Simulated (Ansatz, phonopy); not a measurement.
# AgBi2 (hypothetical, Fm-3m): thermal expansion from first principles

How much does AgBi2 (hypothetical) expand with temperature? The compound is hypothetical: it was made by swapping elements on a known structure type.

Calculated with Ansatz 0.2.0; DFT PBEsol, scalar-relativistic, plane waves, PAW.

Report form: the programs' logs are mostly left out.

### Step 1. Starting point

It takes space group Fm-3m (No. 225, cubic). Conventional cell: a = 6.759 Å, b = 6.759 Å, c = 6.759 Å, α = 90.00°, β = 90.00°, γ = 90.00°. Nearest to Bi lie 4 Ag at 2.93 Å. Nearest to Ag lie 8 Bi at 2.93 Å. Farther neighbours are not listed.

As a file:

```cif
data_structure
_symmetry_space_group_name_H-M 'P 1'
_symmetry_Int_Tables_number 1
_cell_length_a 4.7794
_cell_length_b 4.7794
_cell_length_c 4.7794
_cell_angle_alpha 60.000
_cell_angle_beta 60.000
_cell_angle_gamma 60.000
_cell_volume 77.20
loop_
_atom_site_label
_atom_site_type_symbol
_atom_site_fract_x
_atom_site_fract_y
_atom_site_fract_z
_atom_site_occupancy
Bi1 Bi 0.25000 0.25000 0.25000 1
Bi2 Bi 0.75000 0.75000 0.75000 1
Ag3 Ag 0.00000 0.00000 0.00000 1
```

### Step 2. A first coarse run

A cheap single point shows whether the cell is a metal or an insulator and how far it is from rest; that sets the k-mesh and the occupations of what follows.

The input, input.yaml:

```yaml
crystal:
  lattice:
    - [0.0, 3.37955, 3.37955]
    - [3.37955, 0.0, 3.37955]
    - [3.37955, 3.37955, 0.0]
  atoms:
    - { symbol: Bi, position: [0.25, 0.25, 0.25] }
    - { symbol: Bi, position: [0.75, 0.75, 0.75] }
    - { symbol: Ag, position: [0.0, 0.0, 0.0] }
kpoints:
  mp_grid: { grid: [6, 6, 6] }
hamiltonian:
  xc: pbesol
scf:
  occupations: { method: gaussian, width: 0.1 }
output:
  forces: true
  stress: true
  eigenvalues: true
```

Run with:

```bash
ansatz run input.yaml --threads 4 --pin off --max-ram 8192MiB --backend cpu --events-out ev --progress --plain --runs-dir out
```

The job ended after 0.64 s (4 threads of Arm Neoverse V2, shared host; peak memory 0.36 GiB).

Numbers from this step:

```
pressure          : 7.282 GPa
volume per atom   : 25.73 Å³
gap on the k-mesh : 0 eV
```

The start is under 7.3 GPa at this level and looks like a metal on this mesh.

### Step 3. Relaxation

Phonons are second derivatives about a minimum, so cell and atoms are relaxed first, inside the symmetry of the start.

Edit input.yaml of step 2 so:

```diff
@@ -10,3 +10,3 @@
 kpoints:
-  mp_grid: { grid: [6, 6, 6] }
+  mp_grid: { grid: [12, 12, 12] }
 hamiltonian:
@@ -19 +19,6 @@
   eigenvalues: true
+relax:
+  adjacent_minimum: "off"
+  f_tol: 0.005
+  max_steps: 80
+  cell: { stress_tol: 0.05 }
```

Run time: 12 s. Hardware: 4 threads; peak memory 0.5 GiB.

Step by step:

```csv
step,energy less that of the first step (eV),largest force component (eV/Å),pressure (GPa),volume (Å³)
1,0.0000,0.0000,7.31,77.20
2,-0.1031,0.0000,-3.05,89.05
3,-0.1485,0.0000,-0.56,85.20
4,-0.1500,0.0000,0.06,84.37
5,-0.1500,0.0000,0.00,84.45
6*,-0.1512,0.0000,-0.01,84.45
```

Relaxation steps marked * repeat the geometry before them on a plane-wave basis chosen anew for their cell, so energy and pressure can jump there.

The run keeps the 48 symmetry operations that it works with, so distortions that break them were not tested.

```csv
"conventional cell, symmetrised",before,after,change
a (Å),6.759,6.964,+3.0 %
b (Å),6.759,6.964,+3.0 %
c (Å),6.759,6.964,+3.0 %
volume (Å³/atom),25.73,28.15,+9.4 %
```

The relaxed structure:

```xyz
3
Lattice="0.0000 3.4822 3.4822 3.4822 0.0000 3.4822 3.4822 3.4822 0.0000" Properties=species:S:1:pos:R:3 pbc="T T T"
Bi    1.7411    1.7411    1.7411
Bi    5.2233    5.2233    5.2233
Ag    0.0000    0.0000    0.0000
```

This step gave:

| Property | Result |
| --- | --- |
| pressure | -0.01089 GPa |
| volume per atom | 28.15 Å³ |

The relaxation ends with a pressure of -0.01 GPa.

### Step 4. A second relaxation

The relaxation is run once more from where the first one ended, as the script does after a large change of volume or of the gap, with mesh and occupations reviewed.

input.yaml, the sections that differ from step 3:

```yaml
crystal:
  lattice:
    - [0.0, 3.4822015458, 3.4822015458]
    - [3.4822015458, 0.0, 3.4822015458]
    - [3.4822015458, 3.4822015458, 0.0]
  atoms:
    - { symbol: Bi, position: [0.25, 0.25, 0.25] }
    - { symbol: Bi, position: [0.75, 0.75, 0.75] }
    - { symbol: Ag, position: [0.0, 0.0, 0.0] }
kpoints:
  mp_grid: { grid: [10, 10, 10] }
# hamiltonian, scf, output, relax: as in step 3
```

Wall time 3.2 s (4 threads); peak memory 0.46 GiB.

Little changed from the start: no atom moved by 0.005 Å and no cell edge by 0.1 %.

Numbers from this step:

* pressure: 0.02754 GPa

### Step 5. Tight relaxation

The relaxation is repeated with tighter thresholds on force and stress, since phonons are sensitive to what is left; a change of mesh or smearing in the input moves the cell too.

input.yaml, the sections that differ from step 4:

```yaml
scf:
  occupations: { method: methfessel_paxton, width: 0.15 }
relax:
  adjacent_minimum: "off"
  f_tol: 0.001
  max_steps: 60
  cell: { stress_tol: 0.01 }
# crystal, kpoints, hamiltonian, output: as in step 4
```

The job ended after 6 s (4 threads; peak memory 0.47 GiB).

Little changed from the start: no atom moved by 0.005 Å and no cell edge by 0.1 %.

This step gave:

- pressure: -2.66e-4 GPa
- volume per atom: 28.16 Å³

The residual pressure is -2.7e-4 GPa, small enough for phonons.

### Step 6. Phonons on strained cells, pressure 0 GPa, q-mesh 1×1×1

The study relaxes the crystal at several strains, solves the phonons on some of them and minimises the free energy at each temperature (static energy, vibrations, the electrons in a metal, and PV under a set pressure); the q-mesh sets how far the force constants reach.

input.yaml, the sections that differ from step 5:

```yaml
crystal:
  lattice:
    - [0.0, 3.4827031406, 3.4827031406]
    - [3.4827031406, 0.0, 3.4827031406]
    - [3.4827031406, 3.4827031406, 0.0]
  atoms:
    - { symbol: Bi, position: [0.25, 0.25, 0.25] }
    - { symbol: Bi, position: [0.75, 0.75, 0.75] }
    - { symbol: Ag, position: [0.0, 0.0, 0.0] }
output:
  eigenvalues: true
phonons:
  method: dfpt
  qmesh: [1, 1, 1]
  temperatures: { t_max: 750.0, t_step: 50 }
  thermal_expansion: {}
# kpoints, hamiltonian, scf: as in step 5
# relax: removed
```

Elapsed: 4.5 min, on 4 threads; peak memory 1.4 GiB; 17 min of CPU time.

This step gave:

| Item | Value |
| --- | --- |
| pressure | -5.12e-4 GPa |
| volume expansion coefficient at 298 K | 66.39 1e-6/K |
| C_P at 298 K | 26.25 J/mol-atom/K |
| entropy at 298 K | 54.85 J/mol-atom/K |
| isothermal bulk modulus at 298 K | 57.44 GPa |
| Grüneisen parameter at 298 K | 2.641 |
| volume at 298 K | 28.69 Å³/atom |
| principal linear expansion coefficients at 298 K | 22.13, 22.13, 22.13 1e-6/K |

Strained cells of the study; zero-point energy where phonons were solved; the pressures are stresses at a fixed cutoff and can carry an offset from the finite basis. Expansion cells, by row:

```csv
cell,|a| (Å),|b| (Å),|c| (Å),V (Å³/atom),E - E_lowest (meV/atom),"pressure, compression positive (GPa)",gap (eV),zero-point energy (meV/atom)
1,4.925,4.925,4.925,28.16,0,-0.014,-,-
2,4.965,4.965,4.965,28.84,3.198,-1.481,-,-
3,4.886,4.886,4.886,27.5,3.348,1.637,-,-
4,4.926,4.926,4.926,28.17,0,-0.032,-,12.94
5,4.95,4.95,4.95,28.59,1.311,-0.969,-,12.45
6,4.98,4.98,4.98,29.11,6.095,-2.003,-,11.87
7,5.007,5.007,5.007,29.59,13.42,-2.871,-,11.33
8,5.035,5.035,5.035,30.08,23.41,-3.668,-,10.79
9,4.877,4.877,4.877,27.34,5.18,2.063,-,-
10,4.901,4.901,4.901,27.75,1.253,0.978,-,-
11,5.075,5.075,5.075,30.81,42.44,-4.705,-,-
```

Quasi-harmonic; a, b, c are the run's own cell vectors. Expansion, by row:

```csv
T (K),a (Å),b (Å),c (Å),alpha (deg),beta (deg),gamma (deg),cell volume (Å³/cell),alpha_a (1e-6/K),alpha_b (1e-6/K),alpha_c (1e-6/K),alpha_V (1e-6/K),C_P (J/mol-atom/K),C_V (J/mol-atom/K),S (J/mol-atom/K),B_T (GPa),B_S (GPa),Grueneisen,extrapolation,fit error (1e-6/K)
0,4.93,4.93,4.93,60,60,60,84.73,0,0,0,0,0,0,0,64.44,64.44,-,0,0
50,4.932,4.932,4.932,60,60,60,84.81,14.24,14.24,14.24,42.72,18.16,18.06,12.96,63.85,64.2,2.572,0,0.02
100,4.936,4.936,4.936,60,60,60,85.03,18.43,18.43,18.43,55.3,23.29,22.97,27.59,62.69,63.58,2.576,0,0.02
150,4.941,4.941,4.941,60,60,60,85.27,19.8,19.8,19.8,59.4,24.68,24.12,37.34,61.44,62.86,2.59,0,0.03
200,4.946,4.946,4.946,60,60,60,85.53,20.67,20.67,20.67,62,25.36,24.57,44.55,60.14,62.08,2.606,0,0.03
250,4.951,4.951,4.951,60,60,60,85.8,21.42,21.42,21.42,64.25,25.85,24.8,50.26,58.79,61.26,2.623,0,0.03
298.1,4.956,4.956,4.956,60,60,60,86.07,22.13,22.13,22.13,66.39,26.25,24.95,54.85,57.44,60.44,2.641,0,0.02
300,4.956,4.956,4.956,60,60,60,86.08,22.16,22.16,22.16,66.47,26.27,24.95,55.01,57.38,60.41,2.641,0,0.02
350,4.962,4.962,4.962,60,60,60,86.37,22.93,22.93,22.93,68.79,26.67,25.07,59.09,55.93,59.51,2.661,0,0.02
400,4.967,4.967,4.967,60,60,60,86.68,23.76,23.76,23.76,71.29,27.08,25.16,62.68,54.41,58.58,2.683,0,0.04
450,4.974,4.974,4.974,60,60,60,86.99,24.68,24.68,24.68,74.03,27.51,25.24,65.89,52.84,57.61,2.707,0,0.06
500,4.98,4.98,4.98,60,60,60,87.32,25.69,25.69,25.69,77.06,27.98,25.31,68.81,51.2,56.59,2.732,0,0.07
550,4.986,4.986,4.986,60,60,60,87.66,26.81,26.81,26.81,80.44,28.48,25.38,71.5,49.5,55.54,2.761,0,0.09
600,4.993,4.993,4.993,60,60,60,88.03,28.08,28.08,28.08,84.25,29.04,25.45,74.01,47.72,54.45,2.792,0,0.09
650,5,5,5,60,60,60,88.41,29.53,29.53,29.53,88.58,29.66,25.51,76.35,45.85,53.31,2.826,0,0.06
700,5.008,5.008,5.008,60,60,60,88.81,31.19,31.19,31.19,93.56,30.37,25.57,78.58,43.9,52.13,2.863,0,0.06
750,5.016,5.016,5.016,60,60,60,89.24,33.11,33.11,33.11,99.34,31.18,25.63,80.7,41.84,50.9,2.905,0,0.22
```

The expansion coefficient by temperature; values in 1e-6/K:

```csv
temperature (K),volume,principal 1
0,0,0
50,42.7,14.2
100,55.3,18.4
150,59.4,19.8
200,62,20.7
250,64.2,21.4
298,66.4,22.1
300,66.5,22.2
350,68.8,22.9
400,71.3,23.8
450,74.0,24.7
500,77.1,25.7
550,80.4,26.8
600,84.2,28.1
650,88.6,29.5
700,93.6,31.2
750,99.3,33.1
```

At 298 K the volume expansion is 66.4 × 10⁻⁶/K and B_T is 57.4 GPa. The q-mesh is coarse, so this is a first estimate. The program raised the cutoff to 487.2 eV by itself: with no cutoff typed, the study takes about 1.16 times the default for its relaxations and scales it with the volume for the phonons.

### Step 7. Quasi-harmonic fit by phonopy

This step: DFT PBEsol, scalar-relativistic, plane waves, PAW (phonopy 4.10.0).

This step gave:

* volume expansion coefficient at 300 K: 66.49 1e-6/K
* isothermal bulk modulus at 300 K: 57.38 GPa
* C_P at 300 K: 26.38 J/mol-atom/K
* Grüneisen parameter at 300 K: 2.667

Energy (each curve on its own zero) against volume; values in meV/atom:

```csv
volume (Å³/atom),static,F at 0 K,F at 300 K,F at 750 K
28.169,0,1.06,6.94,17.2
28.594,1.31,1.89,5.22,11.0
29.111,6.1,6.09,6.21,6.38
29.593,13.4,12.9,9.87,4.6
30.084,23.4,22.3,16,4.98
```

Phonopy-qha, vinet fit of F(V) at each temperature. Qha vinet, by row:

```csv
T (K),fitted volume (Å³/atom),alpha_V (1e-6/K),B_T (GPa),C_P (J/mol-atom/K),Grueneisen
100,28.34,54.1,62.66,23.85,2.528
150,28.42,59.18,61.43,25.05,2.592
200,28.51,61.95,60.13,25.59,2.619
250,28.6,64.25,58.78,26,2.643
300,28.69,66.49,57.38,26.38,2.667
350,28.79,68.83,55.92,26.75,2.693
400,28.89,71.35,54.4,27.15,2.721
450,29,74.11,52.82,27.57,2.751
500,29.11,77.16,51.18,28.02,2.784
550,29.22,80.57,49.47,28.52,2.819
600,29.34,84.39,47.7,29.07,2.858
650,29.47,88.72,45.85,29.69,2.899
700,29.6,93.66,43.93,30.39,2.945
```

Volume expansion coefficient against temperature; values in 1e-6/K:

```csv
temperature (K),"phonopy-qha, Vinet",Ansatz's own study
100,54.1,55.3
150,59.2,59.4
200,62.0,62
250,64.2,64.2
300,66.5,66.5
350,68.8,68.8
400,71.3,71.3
450,74.1,74.0
500,77.2,77.1
550,80.6,80.4
600,84.4,84.2
650,88.7,88.6
700,93.7,93.6
```

The fit gives a volume expansion of 66.5 × 10⁻⁶/K at 300 K, against 66.4 at 298 K from the study itself, whose static fit uses more cells.

### Step 8. The quasi-harmonic study, q-mesh 2×2×2

Thermal expansion follows from how the free energy of the vibrations (and of the electrons in a metal) changes with strain, so the program makes strained cells, their phonons and a fit in one run.

This step: DFT PBEsol, scalar-relativistic, plane waves, PAW (Ansatz 0.2.0).

Edit input.yaml of step 6 so:

```diff
@@ -19,3 +19,3 @@
   method: dfpt
-  qmesh: [1, 1, 1]
+  qmesh: [2, 2, 2]
   temperatures: { t_max: 750.0, t_step: 50 }
```

It took 12 min on 4 threads; peak memory 2.4 GiB.

This step gave:

| Item | Value |
| --- | --- |
| volume expansion coefficient at 298 K | 51.30 1e-6/K |
| C_P at 298 K | 25.71 J/mol-atom/K |
| entropy at 298 K | 53.86 J/mol-atom/K |
| isothermal bulk modulus at 298 K | 59.44 GPa |
| Grüneisen parameter at 298 K | 2.107 |
| volume at 298 K | 28.58 Å³/atom |
| principal linear expansion coefficients at 298 K | 17.1, 17.1, 17.1 1e-6/K |

Strained cells of the study; zero-point energy where phonons were solved; the pressures are stresses at a fixed cutoff and can carry an offset from the finite basis. Expansion cells, by row:

```csv
cell,|a| (Å),|b| (Å),|c| (Å),V (Å³/atom),E - E_lowest (meV/atom),"pressure, compression positive (GPa)",gap (eV),zero-point energy (meV/atom)
1,4.925,4.925,4.925,28.16,0,-0.014,-,-
2,4.965,4.965,4.965,28.84,3.198,-1.481,-,-
3,4.886,4.886,4.886,27.5,3.348,1.637,-,-
4,4.926,4.926,4.926,28.17,0,-0.032,-,13.58
5,4.95,4.95,4.95,28.59,1.311,-0.969,-,13.12
6,4.983,4.983,4.983,29.17,6.864,-2.116,-,12.52
7,5.013,5.013,5.013,29.69,15.1,-3.027,-,12
8,4.877,4.877,4.877,27.34,5.18,2.063,-,-
9,4.901,4.901,4.901,27.75,1.253,0.978,-,-
10,5.053,5.053,5.053,30.4,31.18,-4.143,-,-
```

Quasi-harmonic; a, b, c are the run's own cell vectors. Expansion, by row:

```csv
T (K),a (Å),b (Å),c (Å),alpha (deg),beta (deg),gamma (deg),cell volume (Å³/cell),alpha_a (1e-6/K),alpha_b (1e-6/K),alpha_c (1e-6/K),alpha_V (1e-6/K),C_P (J/mol-atom/K),C_V (J/mol-atom/K),S (J/mol-atom/K),B_T (GPa),B_S (GPa),Grueneisen,extrapolation,fit error (1e-6/K)
0,4.93,4.93,4.93,60,60,60,84.71,0,0,0,0,0,0,0,64.51,64.51,-,0,0
50,4.931,4.931,4.931,60,60,60,84.77,10.48,10.48,10.48,31.43,17.51,17.45,12.77,64.12,64.32,1.965,0,0.01
100,4.934,4.934,4.934,60,60,60,84.93,14.38,14.38,14.38,43.13,22.89,22.69,27.04,63.26,63.82,2.05,0,0.01
150,4.938,4.938,4.938,60,60,60,85.12,15.56,15.56,15.56,46.69,24.33,23.98,36.64,62.33,63.24,2.074,0,0.01
200,4.942,4.942,4.942,60,60,60,85.33,16.2,16.2,16.2,48.61,24.98,24.49,43.74,61.38,62.63,2.087,0,0.02
250,4.946,4.946,4.946,60,60,60,85.54,16.69,16.69,16.69,50.06,25.4,24.75,49.36,60.4,61.99,2.098,0,0.01
298.1,4.95,4.95,4.95,60,60,60,85.75,17.1,17.1,17.1,51.3,25.71,24.91,53.86,59.44,61.35,2.107,0,0.01
300,4.95,4.95,4.95,60,60,60,85.75,17.12,17.12,17.12,51.35,25.73,24.92,54.02,59.4,61.33,2.107,0,0.01
350,4.954,4.954,4.954,60,60,60,85.98,17.53,17.53,17.53,52.6,26.01,25.04,58.01,58.38,60.65,2.117,0,0.01
400,4.959,4.959,4.959,60,60,60,86.21,17.96,17.96,17.96,53.88,26.29,25.14,61.5,57.33,59.96,2.127,0,0.02
450,4.963,4.963,4.963,60,60,60,86.44,18.4,18.4,18.4,55.2,26.56,25.22,64.61,56.26,59.24,2.137,0,0.03
500,4.968,4.968,4.968,60,60,60,86.68,18.86,18.86,18.86,56.59,26.83,25.3,67.42,55.16,58.51,2.147,0,0.03
550,4.972,4.972,4.972,60,60,60,86.93,19.36,19.36,19.36,58.07,27.11,25.36,69.99,54.04,57.76,2.159,0,0.04
600,4.977,4.977,4.977,60,60,60,87.19,19.89,19.89,19.89,59.66,27.41,25.43,72.36,52.88,56.99,2.171,0,0.04
650,4.982,4.982,4.982,60,60,60,87.45,20.45,20.45,20.45,61.35,27.72,25.5,74.57,51.7,56.21,2.184,0,0.04
700,4.987,4.987,4.987,60,60,60,87.73,21.06,21.06,21.06,63.18,28.04,25.56,76.64,50.49,55.4,2.198,0,0.02
750,4.993,4.993,4.993,60,60,60,88.01,21.72,21.72,21.72,65.16,28.39,25.62,78.58,49.25,54.57,2.213,0,0.04
```

Table of expansion coefficient by temperature; values in 1e-6/K:

```csv
temperature (K),volume,principal 1
0,0,0
50,31.4,10.5
100,43.1,14.4
150,46.7,15.6
200,48.6,16.2
250,50.1,16.7
298,51.3,17.1
300,51.4,17.1
350,52.6,17.5
400,53.9,18.0
450,55.2,18.4
500,56.6,18.9
550,58.1,19.4
600,59.7,19.9
650,61.4,20.4
700,63.2,21.1
750,65.2,21.7
```

Changing the q-mesh (1×1×1 → 2×2×2) takes the volume expansion at 298 K from 66.4 to 51.3 × 10⁻⁶/K and B_T from 57.4 to 59.4 GPa.

### Step 9. Relaxation under pressure

The study at pressure needs a start near its own equilibrium, so the cell is first relaxed to that pressure.

input.yaml, the sections that differ from step 8:

```yaml
output:
  forces: true
  stress: true
  eigenvalues: true
relax:
  adjacent_minimum: "off"
  f_tol: 0.001
  max_steps: 60
  cell: { stress_tol: 0.05, p_target: 10.0 }
# crystal, kpoints, hamiltonian, scf: as in step 8
# phonons: removed
```

It took 7.9 s on 4 threads; peak memory 0.47 GiB.

[end of part 1 of 2]

[Logs are printed without paths, hosts, clocks, repeated set-up lines and the standing remarks that a program may print on its own settings, such as how far it seeks lower states.]

[Hosts, paths, dates, database ids (printed as entryN), source tags and the programs' standing remarks are cut or masked in the printed files.]

[A step with changed settings may run another functional than the one named; its input shows which.]

[Pressures of single members of a volume series are the stress at the run's cutoff; with an incomplete basis they can lie off −dE/dV of the same runs, and they are not shown converged.]
